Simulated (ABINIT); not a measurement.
# NaF (Villiaumite): a self-consistent loop beyond G0W0, cycle by cycle

How far does self-consistency move the gap of NaF (Villiaumite)?

Program: ABINIT 10.8.3. Level of theory: PBEsol and many-body steps on it, plane waves. Results are calculated unless marked as measured.

Most raw output is cut from this account.

## 1. Starting point

Symmetry: Fm-3m, No. 225, cubic system. The conventional cell has a = 4.640 Å, b = 4.640 Å, c = 4.640 Å, α = 90.00°, β = 90.00°, γ = 90.00°. Na has 6 F at 2.32 Å nearest. Nearest to F lie 6 Na at 2.32 Å. Farther neighbours and most contacts between anions are not listed.

The cell and positions come from the Crystallography Open Database and are kept as given unless a step says otherwise.

## 2. Empty states on the mesh, 4×4×4 mesh, 42 bands

This step: ABINIT 10.8.3; DFT, PBEsol, plane waves, norm-conserving pseudopotentials.

The sums over transitions need many empty states on a uniform mesh; this step solves for them.

run.abi

```
acell 3*1.0 Angstrom
rprim 
  -0.000000000000 2.320000000000 2.320000000000
  2.320000000000 -0.000000000000 2.320000000000
  2.320000000000 2.320000000000 -0.000000000000
ntypat 2
znucl 11 9
natom 2
typat 1 2
xred 
  0.000000000000 0.000000000000 0.000000000000
  0.500000000000 0.500000000000 0.500000000000
pp_dirpath "pseudos"
pseudos "Na.upf, F.upf"
ecut 38
ngkpt 4 4 4
nshiftk 1
shiftk 0 0 0
kptopt 1
chksymbreak 0
iscf -2
irdden 1
istwfk *1
nband 42
nbdbuf 4
tolwfr 1e-09
nstep 60
prtvol 0
indata_prefix "in"
outdata_prefix "out"
tmpdata_prefix "tmp"
```

On the command line:

```
> OMP_NUM_THREADS=1 mpirun -n 4 abinit run.abi > log
```

Wall time 3.8 s (4 MPI ranks of Arm Neoverse V2, shared host); peak memory 0.25 GiB; 15 s of CPU time.

Numbers from this step:

| Property | Result |
| --- | --- |
| gap | 6.181 eV |
| k of the valence top | 0, 0, 0 |
| k of the conduction bottom | 0, 0, 0 |
| least direct gap | 6.181 eV |
| k points computed | 8 |
| lowest point of the top converged band, above the valence top | 62.2422 eV |

On this mesh the gap is 6.181 eV.

The density comes from a self-consistent run that is not shown.

## 3. Screening, 4×4×4 mesh, 38 bands, screening to 130.6 eV

The RPA dielectric matrix is built and inverted for each q.

This step: RPA screening on PBEsol, plane waves, norm-conserving pseudopotentials.

run.abi, as its differences from that of step 2:

```diff
@@ -20,10 +20,11 @@
 chksymbreak 0
-iscf -2
-irdden 1
 istwfk *1
-nband 42
-nbdbuf 4
-tolwfr 1e-09
-nstep 60
-prtvol 0
+occopt 1
+irdwfk 1
+optdriver 3
+nband 38
+ecuteps 4.8
+inclvkb 2
+awtr 1
+symchi 1
 indata_prefix "in"
```

The job ended after 4.3 s (4 MPI ranks; peak memory 0.4 GiB).

Numbers from this step:

```
ε∞ with local fields, on this mesh, along the program's q direction : 1.815
the same without local fields                                       : 1.898
plasma frequency                                                    : 29.72 eV
plane waves in the screening matrix                                 : 65
```

Local fields lower ε∞ by 4 %. On a Γ-centred mesh this coarse the value itself is usually too large, while a short band sum pulls it down.

## 4. G0W0

The self-energy is evaluated for the states that the input lists, and the levels follow from it, in one-shot runs by the linearised quasiparticle equation.

This step: G0W0 on PBEsol, plane waves, norm-conserving pseudopotentials.

run.abi, as its differences from that of step 3:

```diff
@@ -23,8 +23,15 @@
 irdwfk 1
-optdriver 3
+optdriver 4
 nband 38
+gwcalctyp 0
+ecutsigx 38
+symsigma 1
+nkptgw 1
+kptgw 
+  0.0000000000 0.0000000000 0.0000000000
+bdgw 
+  6 12
 ecuteps 4.8
-inclvkb 2
-awtr 1
-symchi 1
+irdscr 1
+ppmodel 1
 indata_prefix "in"
```

Run time: 2.1 s. Hardware: 4 MPI ranks; peak memory 0.12 GiB.

This step gave:

```yaml
g0w0_gap_on_the_points_computed: 10.47 eV
starting_gap_on_the_mesh: 6.181 eV
k_of_the_valence_top: 0, 0, 0
k_of_the_conduction_bottom: 0, 0, 0
z_at_the_valence_top: 0.824
z_at_the_conduction_bottom: 0.905
least_direct_g0w0_gap_on_the_computed_points: 10.47 eV
```

The gap on the mesh goes from 6.18 eV to 10.47 eV, a correction of +4.29 eV.

## 5. evGW0, cycle 1

This step: evGW0 on PBEsol, plane waves, norm-conserving pseudopotentials.

run.abi, as its differences from that of step 4:

```diff
@@ -25,10 +25,24 @@
 nband 38
-gwcalctyp 0
+gwcalctyp 10
 ecutsigx 38
 symsigma 1
-nkptgw 1
+nkptgw 8
 kptgw 
   0.0000000000 0.0000000000 0.0000000000
+  0.2500000000 0.0000000000 0.0000000000
+  0.5000000000 0.0000000000 0.0000000000
+  0.2500000000 0.2500000000 0.0000000000
+  0.5000000000 0.2500000000 0.0000000000
+  -0.2500000000 0.2500000000 0.0000000000
+  0.5000000000 0.5000000000 0.0000000000
+  -0.2500000000 0.5000000000 0.2500000000
 bdgw 
-  6 12
+  1 15
+  1 15
+  1 15
+  1 15
+  1 15
+  1 15
+  1 15
+  1 15
 ecuteps 4.8
```

Elapsed: 13 s, on 4 MPI ranks; peak memory 0.78 GiB; 50 s of CPU time.

This step gave:

| Item | Value |
| --- | --- |
| quasiparticle gap on the mesh | 11.2 eV |
| gap of the density functional on the mesh | 6.181 eV |
| k of the valence top | 0, 0, 0 |
| k of the conduction bottom | 0, 0, 0 |
| Z at the valence top | 0.824 |
| Z at the conduction bottom | 0.905 |
| least direct quasiparticle gap on the computed points | 11.2 eV |

Against G0W0 in ABINIT (4×4×4 mesh, 38 bands, screening to 130.6 eV, Godby-Needs plasmon pole), the gap moves by +0.734 eV. This first cycle still uses the starting levels; it takes the full correction, at all points of the mesh, and its linearised value is 10.466 eV.

## 6. evGW0, cycle 2

The corrected levels of the last cycle go back in.

run.abi, as its differences from that of step 5:

```diff
@@ -50,2 +50,3 @@
 ppmodel 1
+irdqps 1
 indata_prefix "in"
```

The job ended after 13 s (4 MPI ranks; peak memory 0.78 GiB).

This step gave:

```yaml
quasiparticle_gap_on_the_mesh: 11.13 eV
gap_of_the_density_functional_on_the_mesh: 6.181 eV
k_of_the_valence_top: 0, 0, 0
k_of_the_conduction_bottom: 0, 0, 0
least_direct_quasiparticle_gap_on_the_computed_points: 11.13 eV
```

Against the cycle before, the gap moves by −0.073 eV.

## 7. evGW0, cycle 3

run.abi is that of step 6.

It took 13 s on 4 MPI ranks; peak memory 0.78 GiB.

Numbers from this step:

| Property | Result |
| --- | --- |
| quasiparticle gap on the mesh | 11.12 eV |
| gap of the density functional on the mesh | 6.181 eV |
| k of the valence top | 0, 0, 0 |
| k of the conduction bottom | 0, 0, 0 |
| least direct quasiparticle gap on the computed points | 11.12 eV |

Against the cycle before, the gap moves by −0.004 eV.

## 8. Screening, 4×4×4 mesh, 38 bands, screening to 130.6 eV

This step: RPA screening on PBEsol, plane waves, norm-conserving pseudopotentials.

run.abi

```
acell 3*1.0 Angstrom
rprim 
  -0.000000000000 2.320000000000 2.320000000000
  2.320000000000 -0.000000000000 2.320000000000
  2.320000000000 2.320000000000 -0.000000000000
ntypat 2
znucl 11 9
natom 2
typat 1 2
xred 
  0.000000000000 0.000000000000 0.000000000000
  0.500000000000 0.500000000000 0.500000000000
pp_dirpath "pseudos"
pseudos "Na.upf, F.upf"
ecut 38
ngkpt 4 4 4
nshiftk 1
shiftk 0 0 0
kptopt 1
chksymbreak 0
istwfk *1
occopt 1
irdwfk 1
optdriver 3
nband 38
ecuteps 4.8
inclvkb 2
awtr 1
symchi 1
gwcalctyp 10
mbpt_sciss 5.384 eV
nqptdm 1
qptdm 
  0 0 0
indata_prefix "in"
outdata_prefix "out"
tmpdata_prefix "tmp"
```

Run time: 2.1 s. Hardware: 4 MPI ranks; peak memory 0.1 GiB.

This step gave:

```
ε∞ with local fields, on this mesh, along the program's q direction : 1.606
the same without local fields                                       : 1.660
plasma frequency                                                    : 29.72 eV
plane waves in the screening matrix                                 : 65
```

This screening uses the functional's bands under a rigid shift, the mean opening of the cycle before.

## 9. Screening, 4×4×4 mesh, 38 bands, screening to 130.6 eV

This step: RPA screening on PBEsol from quasiparticle energies, plane waves, norm-conserving pseudopotentials.

run.abi, as its differences from that of step 8:

```diff
@@ -29,7 +29,13 @@
 symchi 1
+irdqps 1
 gwcalctyp 10
-mbpt_sciss 5.384 eV
-nqptdm 1
+nqptdm 7
 qptdm 
-  0 0 0
+  0.2500000000 0.0000000000 0.0000000000
+  0.5000000000 0.0000000000 0.0000000000
+  0.2500000000 0.2500000000 0.0000000000
+  0.5000000000 0.2500000000 0.0000000000
+  -0.2500000000 0.2500000000 0.0000000000
+  0.5000000000 0.5000000000 0.0000000000
+  -0.2500000000 0.5000000000 0.2500000000
 indata_prefix "in"
```

mrgscr.stdin

```
2
merged
q0_SCR
out_SCR
1
```

On the command line:

```
> OMP_NUM_THREADS=1 mpirun -n 4 abinit run.abi > log; mrgscr < mrgscr.stdin
```

Run time: 4 s. Hardware: 4 MPI ranks; peak memory 0.38 GiB.

This step gave:

* plasma frequency: 29.72 eV
* plane waves in the screening matrix: 65

This screening reads the quasiparticle levels of the cycle before.

## 10. evGW, cycle 1

This step: evGW on PBEsol, plane waves, norm-conserving pseudopotentials.

run.abi, as its differences from that of step 9:

```diff
@@ -23,12 +23,10 @@
 irdwfk 1
-optdriver 3
+optdriver 4
 nband 38
-ecuteps 4.8
-inclvkb 2
-awtr 1
-symchi 1
-irdqps 1
 gwcalctyp 10
-nqptdm 7
-qptdm 
+ecutsigx 38
+symsigma 1
+nkptgw 8
+kptgw 
+  0.0000000000 0.0000000000 0.0000000000
   0.2500000000 0.0000000000 0.0000000000
@@ -40,2 +38,15 @@
   -0.2500000000 0.5000000000 0.2500000000
+bdgw 
+  1 15
+  1 15
+  1 15
+  1 15
+  1 15
+  1 15
+  1 15
+  1 15
+ecuteps 4.8
+irdscr 1
+ppmodel 1
+irdqps 1
 indata_prefix "in"
```

On the command line:

```
> OMP_NUM_THREADS=1 mpirun -n 4 abinit run.abi > log
```

The job ended after 13 s (4 MPI ranks; peak memory 0.78 GiB; 50 s of CPU time).

This step gave:

```
quasiparticle gap on the mesh                         : 12.15 eV
gap of the density functional on the mesh             : 6.181 eV
k of the valence top                                  : 0, 0, 0
k of the conduction bottom                            : 0, 0, 0
least direct quasiparticle gap on the computed points : 12.15 eV
```

Against G0W0 in ABINIT (4×4×4 mesh, 38 bands, screening to 130.6 eV, Godby-Needs plasmon pole), the gap moves by +1.680 eV.

## 11. Screening, 4×4×4 mesh, 38 bands, screening to 130.6 eV

This step: RPA screening on PBEsol, plane waves, norm-conserving pseudopotentials.

run.abi

```
acell 3*1.0 Angstrom
rprim 
  -0.000000000000 2.320000000000 2.320000000000
  2.320000000000 -0.000000000000 2.320000000000
  2.320000000000 2.320000000000 -0.000000000000
ntypat 2
znucl 11 9
natom 2
typat 1 2
xred 
  0.000000000000 0.000000000000 0.000000000000
  0.500000000000 0.500000000000 0.500000000000
pp_dirpath "pseudos"
pseudos "Na.upf, F.upf"
ecut 38
ngkpt 4 4 4
nshiftk 1
shiftk 0 0 0
kptopt 1
chksymbreak 0
istwfk *1
occopt 1
irdwfk 1
optdriver 3
nband 38
ecuteps 4.8
inclvkb 2
awtr 1
symchi 1
gwcalctyp 10
mbpt_sciss 6.451 eV
nqptdm 1
qptdm 
  0 0 0
indata_prefix "in"
outdata_prefix "out"
tmpdata_prefix "tmp"
```

Run time: 2.1 s. Hardware: 4 MPI ranks; peak memory 0.1 GiB; 8.1 s of CPU time.

Numbers from this step:

| Quantity | Value |
| --- | --- |
| ε∞ with local fields, on this mesh, along the program's q direction | 1.578 |
| the same without local fields | 1.629 |
| plasma frequency | 29.72 eV |
| plane waves in the screening matrix | 65 |

This screening uses the functional's bands under a rigid shift, the mean opening of the cycle before.

## 12. Screening, 4×4×4 mesh, 38 bands, screening to 130.6 eV

This step: RPA screening on PBEsol from quasiparticle energies, plane waves, norm-conserving pseudopotentials.

run.abi, as its differences from that of step 11:

```diff
@@ -29,7 +29,13 @@
 symchi 1
+irdqps 1
 gwcalctyp 10
-mbpt_sciss 6.451 eV
-nqptdm 1
+nqptdm 7
 qptdm 
-  0 0 0
+  0.2500000000 0.0000000000 0.0000000000
+  0.5000000000 0.0000000000 0.0000000000
+  0.2500000000 0.2500000000 0.0000000000
+  0.5000000000 0.2500000000 0.0000000000
+  -0.2500000000 0.2500000000 0.0000000000
+  0.5000000000 0.5000000000 0.0000000000
+  -0.2500000000 0.5000000000 0.2500000000
 indata_prefix "in"
```

mrgscr.stdin is that of step 9.

On the command line:

```
> OMP_NUM_THREADS=1 mpirun -n 4 abinit run.abi > log; mrgscr < mrgscr.stdin
```

It took 3.9 s on 4 MPI ranks; peak memory 0.38 GiB; 15 s of CPU time.

Numbers from this step:

| Property | Result |
| --- | --- |
| plasma frequency | 29.72 eV |
| plane waves in the screening matrix | 65 |

This screening reads the quasiparticle levels of the cycle before.

## 13. evGW, cycle 2

This step: evGW on PBEsol, plane waves, norm-conserving pseudopotentials.

run.abi, as its differences from that of step 12:

```diff
@@ -23,12 +23,10 @@
 irdwfk 1
-optdriver 3
+optdriver 4
 nband 38
-ecuteps 4.8
-inclvkb 2
-awtr 1
-symchi 1
-irdqps 1
 gwcalctyp 10
-nqptdm 7
-qptdm 
+ecutsigx 38
+symsigma 1
+nkptgw 8
+kptgw 
+  0.0000000000 0.0000000000 0.0000000000
   0.2500000000 0.0000000000 0.0000000000
@@ -40,2 +38,15 @@
   -0.2500000000 0.5000000000 0.2500000000
+bdgw 
+  1 15
+  1 15
+  1 15
+  1 15
+  1 15
+  1 15
+  1 15
+  1 15
+ecuteps 4.8
+irdscr 1
+ppmodel 1
+irdqps 1
 indata_prefix "in"
```

On the command line:

```
> OMP_NUM_THREADS=1 mpirun -n 4 abinit run.abi > log
```

Wall time 13 s (4 MPI ranks); peak memory 0.78 GiB; 50 s of CPU time.

Numbers from this step:

| Item | Value |
| --- | --- |
| quasiparticle gap on the mesh | 12.29 eV |
| gap of the density functional on the mesh | 6.181 eV |
| k of the valence top | 0, 0, 0 |
| k of the conduction bottom | 0, 0, 0 |
| least direct quasiparticle gap on the computed points | 12.29 eV |

Against the cycle before, the gap moves by +0.143 eV.

## 14. Screening, 4×4×4 mesh, 38 bands, screening to 130.6 eV

This step: RPA screening on PBEsol, plane waves, norm-conserving pseudopotentials.

run.abi

```
acell 3*1.0 Angstrom
rprim 
  -0.000000000000 2.320000000000 2.320000000000
  2.320000000000 -0.000000000000 2.320000000000
  2.320000000000 2.320000000000 -0.000000000000
ntypat 2
znucl 11 9
natom 2
typat 1 2
xred 
  0.000000000000 0.000000000000 0.000000000000
  0.500000000000 0.500000000000 0.500000000000
pp_dirpath "pseudos"
pseudos "Na.upf, F.upf"
ecut 38
ngkpt 4 4 4
nshiftk 1
shiftk 0 0 0
kptopt 1
chksymbreak 0
istwfk *1
occopt 1
irdwfk 1
optdriver 3
nband 38
ecuteps 4.8
inclvkb 2
awtr 1
symchi 1
gwcalctyp 10
mbpt_sciss 6.600 eV
nqptdm 1
qptdm 
  0 0 0
indata_prefix "in"
outdata_prefix "out"
tmpdata_prefix "tmp"
```

Elapsed: 2.1 s, on 4 MPI ranks; peak memory 0.1 GiB.

This step gave:

```yaml
eps_infinity_with_local_fields_on_this_mesh_along_the_program_s_q_direction: 1.575
the_same_without_local_fields: 1.625
plasma_frequency: 29.72 eV
plane_waves_in_the_screening_matrix: 65
```

This screening uses the functional's bands under a rigid shift, the mean opening of the cycle before.

## 15. Screening, 4×4×4 mesh, 38 bands, screening to 130.6 eV

This step: RPA screening on PBEsol from quasiparticle energies, plane waves, norm-conserving pseudopotentials.

run.abi, as its differences from that of step 14:

```diff
@@ -29,7 +29,13 @@
 symchi 1
+irdqps 1
 gwcalctyp 10
-mbpt_sciss 6.600 eV
-nqptdm 1
+nqptdm 7
 qptdm 
-  0 0 0
+  0.2500000000 0.0000000000 0.0000000000
+  0.5000000000 0.0000000000 0.0000000000
+  0.2500000000 0.2500000000 0.0000000000
+  0.5000000000 0.2500000000 0.0000000000
+  -0.2500000000 0.2500000000 0.0000000000
+  0.5000000000 0.5000000000 0.0000000000
+  -0.2500000000 0.5000000000 0.2500000000
 indata_prefix "in"
```

mrgscr.stdin is that of step 12.

On the command line:

```
> OMP_NUM_THREADS=1 mpirun -n 4 abinit run.abi > log; mrgscr < mrgscr.stdin
```

Wall time 4 s (4 MPI ranks); peak memory 0.38 GiB.

Numbers from this step:

| Quantity | Value |
| --- | --- |
| plasma frequency | 29.72 eV |
| plane waves in the screening matrix | 65 |

This screening reads the quasiparticle levels of the cycle before.

(Part 1 of 2 ends here.)

[Paths, hosts, dates, memory and timing lines, banners, echoed tables and standing remarks are left out of the program output.]

[Logs are printed without paths, hosts, clocks, repeated set-up lines and the standing remarks that a program may print on its own settings, such as how far it seeks lower states.]

[Runs of the session that timed out or met a known fault of the program may be left out.]

[Hosts, paths, dates, database ids (printed as entryN), source tags and the programs' standing remarks are cut or masked in the printed files.]

[G0W0 gaps are taken among the corrected bands and points alone; a level outside them can change the order at an edge.]

[Where Ansatz stands beside ABINIT at settings called matched, ABINIT's density can come from a denser mesh and the files from another edition; pairs whose starting gaps differed by over 0.03 eV were left out, so agreement reads better than it is.]
